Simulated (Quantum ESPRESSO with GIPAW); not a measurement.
# Solid-state NMR of BN (Qingsongite) by GIPAW

Aim: the magnetic shielding of every site in BN (Qingsongite).

**The experiment.** The 14N shift is -360 ppm against nitromethane, in “Atomic-Level Structure of Mesoporous Hexagonal Boron Nitride Determined by High-Resolution Solid-State Multinuclear Magnetic Resonance Spectroscopy and Density” (Dorn et al., Chem. Mater. 34, 1649, 2022), quoting earlier work.

Method: DFT, PBEsol, plane-wave PAW (pslibrary 1.0.0 recipes), scalar-relativistic, GIPAW; a patched development version of the program, in Quantum ESPRESSO with GIPAW 8.0dev (patched build).

Most raw output is cut from this account.

## 1. Set-up

It takes space group F-43m (No. 216, cubic). The conventional cell has a = 3.615 Å, b = 3.615 Å, c = 3.615 Å, α = 90.00°, β = 90.00°, γ = 90.00°. Nearest to N lie 4 B at 1.57 Å. Nearest to B lie 4 N at 1.57 Å. Farther neighbours and most contacts between anions are not listed.

The cell is an entry of the Crystallography Open Database.

## 2. Self-consistent run

First the ground state. The response equations take the occupied wavefunctions as exact, so conv_thr is set much tighter than for an energy. No empty states are asked for: the response is solved without them. The mesh has a spacing of 0.34 Å⁻¹ at most. The PAW files were made with ld1.x from the pslibrary 1.0.0 recipes, with GIPAW reconstruction switched on.

scf.in reads:

```
&control
  calculation = 'scf'
  prefix = 'x'
  outdir = './tmp/'
  pseudo_dir = './'
/
&system
  ibrav = 0
  nat = 2
  ntyp = 2
  ecutwfc = 55
  ecutrho = 340
  nbnd = 4
/
&electrons
  conv_thr = 1.0d-10
  mixing_beta = 0.7
  electron_maxstep = 100
/
ATOMIC_SPECIES
  N 14.007 N.pbesol-n-kjpaw_psl.1.0.0-gipaw.UPF
  B 10.810 B.pbesol-n-kjpaw_psl.1.0.0-gipaw.UPF
CELL_PARAMETERS angstrom
  0.00000000 1.80750000 1.80750000
  1.80750000 0.00000000 1.80750000
  1.80750000 1.80750000 0.00000000
ATOMIC_POSITIONS crystal
  N 0.25000000 0.25000000 0.25000000
  B 0.00000000 0.00000000 0.00000000
K_POINTS automatic
  9 9 9 0 0 0
```

Command:

```
mpirun -np 4 pw.x -nk 4 -in scf.in > scf.out
```

Wall time 2.2 s (4 MPI ranks of Arm Neoverse V1, shared host); peak memory 0.2 GiB.

It converged in 13 cycles to an estimated accuracy of 2e-11 Ry, on 35 irreducible k-points.

## 3. Shieldings

The job finds the current that a weak uniform field induces (applied as a long wave, q_gipaw) and the field that this current makes at each nucleus. On atoms with p or d valence electrons much of the paramagnetic part arises close to the nucleus, where the PAW partial waves rebuild the true states. pawproj makes the reconstruction use the PAW data sets' own projectors.

nmr.in reads:

```
&inputgipaw
  job = 'nmr'
  prefix = 'x'
  tmp_dir = './tmp/'
  restart_mode = 'from_scratch'
  verbosity = 'low'
  q_gipaw = 0.01
  spline_ps = .true.
  conv_threshold = 1.0d-11
  use_nmr_macroscopic_shape = .false.
  pawproj(1) = .true.
  pawproj(2) = .true.
/
```

Command:

```
mpirun -np 4 gipaw.x -in nmr.in > nmr.out
```

It took 11 s on 4 MPI ranks; peak memory 0.19 GiB; 42 s of CPU time.

The f-sum rule is met to 0.0025 of 7.9 (0.03 %). Converged shieldings require that this miss be small, but a small miss does not prove them. This build smooths some augmentation functions of the files as it reads them, which, it says, moves results; by how much was not measured here.

From the symmetric part of each tensor, with principal values σ11 ≤ σ22 ≤ σ33: σ_iso is their mean, the span is σ33 − σ11 and the skew 3(σ_iso − σ22)/span. (gipaw.x prints an anisotropy in another convention.)

```tsv
site	atom no.	atoms in cell	σ_iso (ppm)	span (ppm)	skew
N	1	1	193.1	0.0	-
B	2	1	83.1	0.0	-
```

The macroscopic shape term is switched off. For a spherical sample the valence susceptibility of this run would add about 12 ppm to every site, a rough estimate, since the susceptibility converges slowly and lacks part of the PAW terms. Differences within the crystal don't depend on it, but shieldings of different compounds can't be compared to better than a few ppm without it.

N and B sit on cubic site symmetry, where the tensor must be isotropic.

How the isotropic values are made up (ppm). The core part is that of the free atom's core; bare is the current of the smooth valence states; the last two are what the PAW spheres add to the diamagnetic and the paramagnetic current:

```tsv
site	core	bare	reconstruction, dia	reconstruction, para
N	235.2	31.6	7.3	-81.1
B	164.8	-49.9	3.1	-34.9
```

## 4. From shieldings to shifts

Covalently bonded atoms count as neighbours within 1.18 times the sum of their radii. Otherwise a cation's neighbours lie within 1.2 times its shortest bond (1.3 for large cations, each anion's radius taken off where they differ), and an anion's are the cations that count it.

```tsv
site	atom no.	atoms in cell	surroundings	bonds (Å)	σ_iso (ppm)
N	1	1	bound to B4	1.565	193.1
B	2	1	BN4	1.565	83.1
```

## 5. Against experiment

Without a fitted line the measured shift still tests the calculation: for an exact theory σ + δ is one number for all compounds of a nucleus, up to the shape term, which is left out of σ and differs by some ppm between compounds.

```tsv
nucleus, site	σ_iso (ppm)	measured δ (ppm)	σ + δ (ppm)	σ + δ of other compounds, same level
14N, N	193.1	-360	-166.9	AlN -183.1
```

## 6. Summary of results

* 15N shielding without shape term: 193.1 ppm
* 11B shielding without shape term: 83.1 ppm

15N has one site (bound to B4), with isotropic shielding 193.1 ppm (shape term left out). A shift needs a reference, δ = σ_ref − σ, fixed on measured compounds; for 15N of this kind at this level too few were at hand, or they scattered too widely about a line, so none is given. For 14N, σ + δ is -166.9 ppm here and -183.1 ppm in AlN: with that reference and slope one the shift would be off by -16.1 ppm. No sound run at another cutoff or mesh is at hand, so convergence rests on the f-sum rule and on experience with these files. This build of gipaw.x prints that it is not audited and that its numbers are no references by themselves. It also reports spline_ps as false although the input sets it; why was not traced.

[Logs are printed without paths, hosts, clocks, repeated set-up lines and the standing remarks that a program may print on its own settings, such as how far it seeks lower states.]

[Hosts, paths, dates, database ids (printed as entryN), source tags and the programs' standing remarks are cut or masked in the printed files.]

[Where no reference line passes its bar on scatter, no shift is given, so a measured shift of this compound may stand uncompared.]
